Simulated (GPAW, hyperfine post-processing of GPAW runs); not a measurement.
# Fermi-contact shifts in MgNiF4

How far does Ni shift the 19F and 25Mg resonances of MgNiF4 at 320 K?

Main program and level: GPAW 26.7.0; DFT, revPBE+U, plane-wave PAW, GPAW setups, collinear spin, scalar-relativistic.

## 1. The starting structure

It takes space group I4/mcm (No. 140, tetragonal). Conventional cell: a = 5.055 Å, b = 5.055 Å, c = 10.069 Å, α = 90.00°, β = 90.00°, γ = 90.00°. Nearest to Ni lie 4 F at 1.98 Å. Nearest to Mg lie 8 F at 2.16 Å. F has 1 Ni at 1.98 Å and 2 Mg at 2.16 Å nearest. Farther neighbours and most contacts between anions are not listed.

Coordinates:

```xyz
12
Lattice="-2.5277 2.5277 5.0346 2.5277 -2.5277 5.0346 2.5277 2.5277 -5.0346" Properties=species:S:1:pos:R:3 pbc="T T T"
Ni    2.5277    0.0000    0.0000
Ni    0.0000    2.5277    0.0000
Mg    0.0000    0.0000    7.5519
Mg    0.0000    0.0000    2.5173
F     1.0283    1.4994    3.6917
F     1.0283    1.4994    6.3775
F     1.4994    1.0283    1.3429
F     1.0283    3.5560    1.3429
F     1.4994    1.0283   -1.3429
F     1.0283    3.5560   -1.3429
F     1.4994   -1.0283    3.6917
F     1.4994   -1.0283    6.3775
```

The cell is a computed entry of the Materials Project; it need not be the form that is stable at ambient conditions. The atoms stand as given; the largest force on them is 0.16 eV/Å.

## 2. The ferromagnetic state

With all Ni moments parallel, the spin density at each nucleus is that of the fully magnetised paramagnet. A Hubbard U holds the open shell closer to the ion than the plain functional does, which changes how much spin reaches the ligands. GPAW's U acts on normalised projectors, so its value can't be carried over from other programs one to one.

scf.py reads:

```python
import json
from ase import Atoms
from ase.parallel import parprint
from gpaw import GPAW, PW, FermiDirac, MixerDif

atoms = Atoms(['Ni', 'Ni', 'Mg', 'Mg', 'F', 'F', 'F', 'F', 'F', 'F', 'F', 'F'],
              cell=[[-2.527703, 2.527703, 5.034576], [2.527703, -2.527703, 5.034576], [2.527703, 2.527703, -5.034576]],
              scaled_positions=[[0.0, 0.5, 0.5], [0.5, 0.0, 0.5], [0.75, 0.75, 0.0], [0.25, 0.25, 0.0], [0.663233, 0.570034, 0.5], [0.929966, 0.836767, 0.5], [0.336767, 0.429966, 0.5], [0.836767, 0.336767, 0.906801], [0.070034, 0.163233, 0.5], [0.570034, 0.070034, 0.906801], [0.163233, 0.663233, 0.093199], [0.429966, 0.929966, 0.093199]],
              magmoms=[2.0, 2.0, 0.0, 0.0, 0.0, 0.0, 0.0, 0.0, 0.0, 0.0, 0.0, 0.0], pbc=True)
atoms.calc = GPAW(mode=PW(500), xc='revPBE', kpts={'size': (5, 5, 5), 'gamma': True}, spinpol=True, setups={'Ni': ':d,5'},
                  occupations=FermiDirac(0.02, fixmagmom=True), mixer=MixerDif(0.12, 6, 30),
                  convergence={'density': 1e-5}, maxiter=150, symmetry={'tolerance': 1e-4},
                  legacy_gpaw=True, txt='scf.txt')
parprint('energy', atoms.get_potential_energy())
parprint('moment', atoms.get_magnetic_moment())
parprint('moments', json.dumps(atoms.get_magnetic_moments().round(4).tolist()))
parprint('fermi', json.dumps(list(map(float, atoms.calc.get_fermi_levels()))))
levels = [[e - f for k in range(len(atoms.calc.get_ibz_k_points())) for e in atoms.calc.get_eigenvalues(k, s)] for s, f in enumerate(atoms.calc.get_fermi_levels())]
parprint('gap', min(min(e for e in x if e > 0) + f for x, f in zip(levels, atoms.calc.get_fermi_levels())) - max(max(e for e in x if e <= 0) + f for x, f in zip(levels, atoms.calc.get_fermi_levels())))
parprint('positions', json.dumps(atoms.get_scaled_positions(wrap=False).round(6).tolist()))
parprint('forces', json.dumps(atoms.get_forces().round(4).tolist()))
atoms.calc.write('gs.gpw')
```

A second script reads the saved density on one core and turns GPAW's hyperfine parameters into fields at the nuclei:

contact.py reads:

```python
import numpy as np
from ase import units
from gpaw import GPAW
from gpaw.hyperfine import G_FACTOR_E, alpha, hyperfine_parameters, paw_correction
from gpaw.utilities import unpack_density

calc = GPAW('gs.gpw', legacy_gpaw=True, txt=None)
tesla = units._e / units._hplanck / 7.6225932e6 / 2  # eV per unit g_N to the field at the nucleus
unit = np.pi * alpha**2 * G_FACTOR_E * units._me / units._mp * units.Ha
valence = hyperfine_parameters(calc, exclude_core=True)
print('atom     contact field (T): all, valence')
for a, s in enumerate(calc.get_atoms().symbols):
    args = unpack_density(calc.density.D_asp[a]), calc.wfs.setups[a], calc.hamiltonian.xc
    try:  # the response of the frozen core, atom by atom
        core = (paw_correction(*args, False) - paw_correction(*args, True)) * unit
    except AssertionError:
        core = np.full((3, 3), np.nan)
    print(f'{a + 1:3d} {s:2s} {np.trace(valence[a] + core) / 3 * tesla:11.5f} {np.trace(valence[a]) / 3 * tesla:11.5f}')
```

The run is started by

```sh
$ OMP_NUM_THREADS=1 mpirun -n 4 gpaw python scf.py > gpaw.log
$ python contact.py
```

Numbers of over 12 decimals in the logs are rounded to 6 here.

What it wrote:

```text
[a pick of lines from scf.txt and the scripts' output, long numbers rounded; set-up, eigenvalues, and the printed gap, site moments, positions and forces are left out]
Symmetries present (total): 8
125 k-points: 5 x 5 x 5 Monkhorst-Pack grid
21 k-points in the irreducible part of the Brillouin zone
  Cutoff energy: 500.000 eV
Occupation numbers: Fixed magnetic moment: 4.000
  width: 0.0200  # eV
XC parameters: revPBE with 2 nearest neighbor stencil
Number of bands in calculation: 72
Number of valence electrons: 108
iter:   1 01:56:52   -53.802048                   +4.0019
iter:   2 01:56:57   -55.451002   -0.64  -1.21    +4.0006
iter:   3 01:57:02   -55.476914   -0.83  -1.31    +4.0000
[... 44 further iterations ...]
iter:  48 02:00:46   -56.402723c  -8.04c -4.74    +4.0000
iter:  49 02:00:51   -56.402747c  -6.89  -4.86    +4.0000
iter:  50 02:00:56   -56.402748c  -8.04c -5.67c   +4.0000
Converged after 50 iterations.
Total magnetic moment: (0.000000, 0.000000, 4.000000)
Local magnetic moments:
Free energy:    -56.402748
Extrapolated:   -56.402748
Fermi levels: 4.80109, 2.46553
energy -56.402748
moment 4.000000
fermi [4.801087, 2.465526]
atom     contact field (T): all, valence
  1 Ni    -8.85674    15.27667
  2 Ni    -8.85674    15.27667
  3 Mg     0.01423     0.01814
  4 Mg     0.01423     0.01814
  5 F      2.45425     3.05378
  6 F      2.45425     3.05378
  7 F      2.45425     3.05378
  8 F      2.45425     3.05378
  9 F      2.45425     3.05378
 10 F      2.45425     3.05378
 11 F      2.45425     3.05378
 12 F      2.45425     3.05378
```

Run time: 4.5 min. Hardware: 4 MPI ranks of Arm Neoverse V1, shared host; 18 min of CPU time.

The cell holds 4.00 μB on 2 Ni, so S = 1.00. The total moment is held at that value. The contact field is B = (2μ₀/3) μB ρ_s, 7.769 T for 1 e/Å³, and A_iso = γB/(2πS) sums over all ions. The valence part leaves out the polarisation of the frozen cores, which GPAW adds afterwards by solving for the core states in the spin-dependent potential:

| site | atom | atoms in cell | links to Ni | field (T) | valence part (T) | A_iso (MHz) |
| --- | --- | --- | --- | --- | --- | --- |
| F | 5 | 8 | bonded to 2 Ni at 1.98 to 2.51 Å | 2.45 | 3.05 | 98.4 |
| Mg | 3 | 2 | 8 Ni through links of 119° (8) | 0.0142 | 0.0181 | -0.0371 |

## 3. Reversing single moments

Above the ordering point the moments are not free: their couplings set the Weiss constant, which scales every shift. Reversing one ion measures these couplings, and shows at once how much of each shift that ion sends.

scf.py: that of step 2 with these lines changed.

```diff
@@ -8,3 +8,3 @@
               scaled_positions=[[0.0, 0.5, 0.5], [0.5, 0.0, 0.5], [0.75, 0.75, 0.0], [0.25, 0.25, 0.0], [0.663233, 0.570034, 0.5], [0.929966, 0.836767, 0.5], [0.336767, 0.429966, 0.5], [0.836767, 0.336767, 0.906801], [0.070034, 0.163233, 0.5], [0.570034, 0.070034, 0.906801], [0.163233, 0.663233, 0.093199], [0.429966, 0.929966, 0.093199]],
-              magmoms=[2.0, 2.0, 0.0, 0.0, 0.0, 0.0, 0.0, 0.0, 0.0, 0.0, 0.0, 0.0], pbc=True)
+              magmoms=[-2.0, 2.0, 0.0, 0.0, 0.0, 0.0, 0.0, 0.0, 0.0, 0.0, 0.0, 0.0], pbc=True)
 atoms.calc = GPAW(mode=PW(500), xc='revPBE', kpts={'size': (5, 5, 5), 'gamma': True}, spinpol=True, setups={'Ni': ':d,5'},
```

What it wrote:

```text
[a pick of lines from scf.txt and the scripts' output, long numbers rounded; set-up, eigenvalues, and the printed gap, site moments, positions and forces are left out]
Symmetries present (total): 4
125 k-points: 5 x 5 x 5 Monkhorst-Pack grid
39 k-points in the irreducible part of the Brillouin zone
  Cutoff energy: 500.000 eV
Occupation numbers: Fixed magnetic moment: 0.000
  width: 0.0200  # eV
XC parameters: revPBE with 2 nearest neighbor stencil
Number of bands in calculation: 69
Number of valence electrons: 108
iter:   1 02:01:28   -53.715815                   -0.0000
iter:   2 02:01:35   -55.629634   -0.58  -1.21    +0.0000
iter:   3 02:01:43   -55.485712   -0.65  -1.31    +0.0000
[... 42 further iterations ...]
iter:  46 02:07:17   -56.400271c  -8.65c -4.93    +0.0000
iter:  47 02:07:24   -56.400285c  -7.06  -4.99    +0.0000
iter:  48 02:07:32   -56.400285c  -8.15c -5.82c   +0.0000
Converged after 48 iterations.
Total magnetic moment: (0.000000, 0.000000, 0.000000)
Local magnetic moments:
Free energy:    -56.400285
Extrapolated:   -56.400285
Fermi levels: 2.46331, 2.46324
energy -56.400285
moment 2.7444440085311675e-14
fermi [2.463311, 2.463240]
atom     contact field (T): all, valence
  1 Ni     8.58482   -15.55052
  2 Ni    -8.58350    15.55183
  3 Mg    -0.00002    -0.00002
[...]
11 F      1.77450     2.12894
 12 F      1.77450     2.12894
```

Wall time 6.6 min (4 MPI ranks); 26 min of CPU time.

The parallel state has -56.4027 eV at zero smearing. Each flip reverses one ion with all its periodic images. It gives an energy and, by half the change of the contact field, the share of that set of ions in each shift at 320 K (ppm; atoms of one site can get unlike shares):

| atom reversed | energy (eV) | change (meV) | F | Mg |
| --- | --- | --- | --- | --- |
| Ni1 | -56.4003 | 2.5 | 951 / 5920 | 20 |

In mean-field theory Θ = ΔE (S + 1) / (6 S k_B): Θ = 10 K. Couplings between an ion and its own images are missing, but in this cell they lie beyond the nearest magnetic neighbours. Θ = 0 is used for the shifts.

## 4. Cost against result

Spin transfer to the ligands hangs on how far the functional delocalises the open shell, so other levels show how much the fields depend on it.

Contact fields (T) with all moments parallel; times on 4 MPI ranks of Arm Neoverse V1, shared host. The cutoff is 500 eV where none is named; the moment is held in each run.

| level | moment (μB) | time | F | Mg |
| --- | --- | --- | --- | --- |
| revPBE +U Ni 5 eV | 4.00 | 4.5 min | 2.45 | 0.0142 |
| revPBE | 4.00 | 3.3 min | 3.07 | -0.0123 |
| revPBE +U Ni 3 eV | 4.00 | 2.3 min | 2.71 | 0.00632 |
| revPBE +U Ni 7 eV | 4.00 | 4.3 min | 2.19 | 0.0187 |
| LDA +U Ni 5 eV | 4.00 | 3.7 min | 2.49 | -0.0446 |
| revPBE +U Ni 5 eV, 650 eV | 4.00 | 7.1 min | 2.44 | 0.0143 |

## 5. Shifts at temperature

The shift is δ = B · g μB (S + 1) / (3 k_B (T − Θ)) with g = 2; at 320 K and Θ = 0 K one tesla gives 2799 ppm. The anisotropy is a sum over point dipoles on the Ni ions, scaled alike; on atoms bound to Ni, spin in their own p shell adds an anisotropy that this leaves out.

| site | nucleus | δ_iso (ppm) | reduced anisotropy (ppm) | asymmetry |
| --- | --- | --- | --- | --- |
| F | 19F | 6870 | 1040 | 0.69 |
| Mg | 25Mg | 40 | 346 | 0.00 |

The reduced anisotropy is δ_zz − δ_iso, with zz the principal value farthest from δ_iso. The Weiss constant adds its own doubt: exchange couplings from semilocal functionals with a U can miss even their sign, and a Θ lower by 100 K would lower every shift by 24 %.

19F MAS at 9.4 T (376.7 MHz), 30 kHz, 320 K; contact and dipolar shift alone, no orbital or quadrupolar part; lines under 1.5 % of the strongest are left out. Lines of the NMR spectrum (strongest = 100):

| position (ppm) | label | intensity |
| --- | --- | --- |
| 5833.7 | F -13 | 2.2 |
| 5913.4 | F -12 | 6.2 |
| 5993.0 | F -11 | 15 |
| 6072.6 | F -10 | 32 |
| 6152.3 | F -9 | 53 |
| 6231.9 | F -8 | 65 |
| 6311.5 | F -7 | 62 |
| 6391.2 | F -6 | 56 |
| 6470.8 | F -5 | 55 |
| 6550.4 | F -4 | 77 |
| 6630.1 | F -3 | 92 |
| 6709.7 | F -2 | 100 |
| 6789.3 | F -1 | 89 |
| 6869.0 | F centre | 77 |
| 6948.6 | F +1 | 61 |
| 7028.2 | F +2 | 51 |
| 7107.9 | F +3 | 53 |
| 7187.5 | F +4 | 51 |
| 7267.1 | F +5 | 49 |
| 7346.8 | F +6 | 47 |
| 7426.4 | F +7 | 36 |
| 7506.0 | F +8 | 38 |
| 7585.7 | F +9 | 48 |
| 7665.3 | F +10 | 49 |
| 7744.9 | F +11 | 38 |
| 7824.6 | F +12 | 23 |
| 7904.2 | F +13 | 12 |
| 7983.8 | F +14 | 5.3 |
| 8063.5 | F +15 | 2.0 |

## 6. Summary of results

```yaml
spin_of_ni: 1.00
weiss_constant_mean_field_rough_not_used: 10 K
19f_contact_shift_at_320_k_theta_0_k: 6870 ppm
25mg_contact_shift_at_320_k_theta_0_k: 40 ppm
```

**Reading.** At 320 K the Ni moments shift 19F on F by 6870 ppm and 25Mg on Mg by 40 ppm, scaled with a pure Curie law. No measured Weiss constant is at hand, and the one from single flips is too rough to scale with, so the shifts are given for a pure Curie law; each 30 K of Θ would move them by about 9 %. The calculated Θ of 10 K would multiply them by 1.03. Over the levels shown, the field at F runs from 2.19 T (revPBE +U Ni 7 eV) to 3.07 T (revPBE); among the sites in the table it changes sign at Mg. On Mg the levels differ even in sign, so neither size nor sign of that shift is settled. All this holds only well above the ordering temperature and the strongest exchange, neither of which is computed. The orbital (chemical) shift and the pseudocontact shift from g anisotropy are not included. GPAW's core response is not screened by the valence electrons and can be too large by up to a factor of two, so sites where total and valence fields differ much are unsure by that part. For anions bound to the magnetic ion the point-dipole anisotropy lacks the spin in their own p orbitals, and their lines are broad and relax fast. The dipole sum is for a spherical crystallite; bulk susceptibility, which broadens real lines, and quadrupolar couplings are left out.

[Logs are printed without paths, hosts, clocks, repeated set-up lines and the standing remarks that a program may print on its own settings, such as how far it seeks lower states.]

[Hosts, paths, dates, database ids (printed as entryN), source tags and the programs' standing remarks are cut or masked in the printed files.]
